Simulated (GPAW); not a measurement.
The O K edge of atom 2 in ScHO2 (R-3m), with 1 H at 1.22 Å and 3 Sc at 2.14 Å (distorted tetrahedral, site symmetry 3m), was computed in 2 ways: full core hole (charged cell) and no core hole. Program and functional: GPAW, LDA, Gaussian full width 0.9 eV up to 4 eV, rising linearly to 3.5 eV at 25 eV; cells of 4 and 28 atoms (the run without a hole in the smaller).

Each run is counted from its own lowest empty level or Fermi level and scaled to a mean of 1 over its first 20 eV.

```tsv
E (eV)	run 1	run 2
-2.00	0.00	0.00
-1.25	0.00	0.00
-0.50	0.17	0.04
0.25	1.21	0.56
1.00	1.25	1.20
1.75	0.53	1.08
2.50	1.18	0.33
3.25	2.09	1.47
4.00	0.71	1.73
4.75	0.76	0.63
5.50	1.35	0.99
6.25	1.20	1.06
7.00	1.16	0.94
7.75	1.62	0.91
8.50	2.00	0.85
9.25	1.71	1.06
10.00	1.29	1.44
10.75	1.14	1.81
11.50	1.05	1.93
12.25	0.83	1.69
13.00	0.62	1.18
13.75	0.59	0.86
14.50	0.67	0.80
15.25	0.73	0.83
16.00	0.70	0.80
16.75	0.56	0.67
17.50	0.44	0.51
18.25	0.43	0.44
19.00	0.49	0.45
19.75	0.57	0.51
20.50	0.61	0.55
21.25	0.62	0.56
22.00	0.61	0.54
22.75	0.62	0.52
23.50	0.65	0.51
24.25	0.70	0.51
25.00	0.77	0.53
25.75	0.86	0.58
26.50	0.95	0.66
27.25	1.02	0.75
28.00	1.04	0.83
28.75	1.01	0.89
29.50	0.95	0.90
30.25	0.88	0.86
31.00	0.83	0.82
31.75	0.78	0.76
```

Question: Which run is which?

Run 1: full core hole (charged cell) (area from −2 to 6 eV 7.1, main maxima 0.6 eV (1.42), 3.1 eV (2.23), 5.7 eV (1.38) and 8.6 eV (2.01)). Run 2: no core hole (area from −2 to 6 eV 6.2, main maxima 1.4 eV (1.39), 3.7 eV (2.21), 5.9 eV (1.13) and 11.4 eV (1.94)). With each curve scaled to its own mean, the area from −2 to 6 eV with the hole is 7.1 against 6.2, and the centre of weight from −1 to 20 eV moves by -0.9 eV; the shape changes all the same, by 50 % r.m.s.

[Banner, clock and machine lines of the logs are left out without a mark of their own.]

[Logs are printed without paths, hosts, clocks, repeated set-up lines and the standing remarks that a program may print on its own settings, such as how far it seeks lower states.]

[Hosts, paths, dates, database ids (printed as entryN), source tags and the programs' standing remarks are cut or masked in the printed files.]

[Lists of maxima count a maximum above −3 eV only where it reaches 4 % of the highest in the window and stands out from its surroundings by 2 % of it (1.5 % where it reaches 55 %); shoulders and weaker maxima are passed over, and of the rest the first, up to two pre-edge ones and the few strongest are named.]
